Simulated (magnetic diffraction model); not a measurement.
# Which magnetic order? LaNdCu2Sn2

Space group P6_3/mmc (no. 194), a = 4.4910 Å, c = 16.8730 Å.

```csv
site,atom,x,y,z
2b,Nd,0,0,1/4
2a,La,0,0,0
4f,Sn,1/3,2/3,0.6149
4f,Cu,1/3,2/3,0.3401
```

This is a made-up structure (elements placed in a structure type, unrelaxed), so the numbers test the method and describe no known phase.

Only Nd is taken to order (form factors of Nd3+); orders and moment sizes are assumed, and not adapted to the symmetry. Radiation: neutrons of λ = 2.52 Å, 1.5° to 100°; isotropic B of 0.53 Å² (Nd), 0.43 Å² (La), 0.53 Å² (Sn) and 0.52 Å² (Cu). Simulated constant-wavelength pattern: nuclear and magnetic terms add, the magnetic one as |2.695 fm × Σ f S⊥ exp(2πi Q·r) exp(−B s²)|², summed over all Q at one angle with the factor 1/(sin²θ cos θ). For a modulated order the moment at position r is S exp(−2πi k·r) + c.c., with S = m/2 for a sine wave of amplitude m and S = m(u + iv)/2 for moments turning in a plane, u and v being orthogonal unit vectors in it; the phase factor of the sum at Q = H + k is then exp(2πi H·r). Free-ion form factors, Sears's scattering lengths of 1992, no absorption; a label names one of the reflections at its angle. The strongest nuclear line in the range is 100, and lines under 0.2 are left out.

Above the ordering temperature:

```
2θ (°)    index      I
 17.18  (0 0 2)    3.7
 34.76  (0 0 4)    1.7
 37.81  (1 0 0)    0.5
 38.84  (1 0 1)    4.0
 41.80  (1 0 2)    1.9
 46.39  (1 0 3)    8.9
 52.29  (1 0 4)  100.0
 53.24  (0 0 6)    2.6
 59.25  (1 0 5)    7.0
 67.13  (1 0 6)    1.9
 68.27  (1 1 0)   87.0
 70.99  (1 1 2)    1.6
 73.37  (0 0 8)    7.9
 75.90  (1 0 7)   29.1
 78.94  (1 1 4)    2.6
 81.42  (2 0 1)    1.2
 83.35  (2 0 2)    0.7
 85.62  (1 0 8)    9.7
 86.56  (2 0 3)    3.5
 91.03  (2 0 4)   46.5
 91.79  (1 1 6)    7.6
 96.50  (1 0 9)    0.5
```
(The table stops after 22 lines; 2 more lie at higher angle.)

Below it (cell unchanged):

```
2θ (°)      I
 17.18    3.7
 21.56    4.2
 27.70    4.4
 34.76    1.7
 37.81    0.5
 38.84    4.0
 41.27    1.7
 41.80    1.9
 43.94    1.0
 46.39    8.9
 47.51    1.6
 52.29  100.0
 53.24    2.6
 57.20    1.0
 58.09    0.8
 59.25    7.0
 59.32    1.1
 62.25    2.0
 67.13    1.9
 68.27   87.0
 70.62    1.4
 70.99    1.6
 71.42    0.6
 73.37    7.9
 75.90   29.1
 77.51    0.5
 78.94    2.6
 81.42    1.2
 83.35    0.7
 83.76    1.0
 84.81    0.6
 85.62    9.7
 86.56    3.5
 87.38    1.1
 89.64    0.4
 91.03   46.5
```
(The table stops after 36 lines; 7 more lie at higher angle.)

**Question.** Find the propagation vector, then choose among these models:
A. moments turning in the plane of [010] and [001], 2.1 μB on Nd; signs + at (0, 0, 1/4), + at (0, 0, 3/4)
B. moments turning in the plane of [100] and [001], 2.1 μB on Nd; signs + at (0, 0, 1/4), + at (0, 0, 3/4)
C. a sine wave with moments along [001] (amplitudes given), 2.1 μB on Nd; signs + at (0, 0, 1/4), + at (0, 0, 3/4)
D. a sine wave with moments along [100] (amplitudes given), 2.1 μB on Nd; signs + at (0, 0, 1/4), + at (0, 0, 3/4)

The new lines index as (1/3 1/3 0) at 21.56°, (1/3 1/3 2) at 27.70°, (1/3 1/3 4) at 41.27° and (2/3 2/3 0) at 43.94°, that is as H ± k with k = (1/3 1/3 0). Satellites come in pairs about each point of the reciprocal lattice.

Magnetic intensity, observed (below minus above) and for each model:

| 2θ (°) | index | observed | A | B | C | D |
| --- | --- | --- | --- | --- | --- | --- |
| 21.56 | (1/3 1/3 0) | 4.2 | 4.2 | 4.2 | 2.8 | 1.4 |
| 27.70 | (1/3 1/3 2) | 4.4 | 4.4 | 4.4 | 2.1 | 2.4 |
| 41.27 | (1/3 1/3 4) | 1.7 | 1.7 | 1.7 | 0.4 | 1.3 |
| 47.51 | (2/3 2/3 2) | 1.6 | 1.6 | 1.6 | 1.0 | 0.7 |
| 58.09 | (1/3 1/3 6) | 0.8 | 0.8 | 0.8 | <0.2 | 0.7 |
| 59.32 | (4/3 1/3 0) | 1.1 | 1.1 | 1.1 | 0.7 | 0.4 |
| 62.25 | (4/3 1/3 2) | 2.0 | 2.0 | 2.0 | 1.2 | 0.7 |
| 70.62 | (4/3 1/3 4) | 1.4 | 1.4 | 1.4 | 0.8 | 0.7 |

Models A and B match alike on every line, so these data can't choose among them (such ties are often domains of one structure).

The structure used: k = (1/3 1/3 0), moments turning in the plane of [100] and [001], 2.1 μB on Nd; signs + at (0, 0, 1/4), + at (0, 0, 3/4).

[Logs are printed without paths, hosts, clocks, repeated set-up lines and the standing remarks that a program may print on its own settings, such as how far it seeks lower states.]
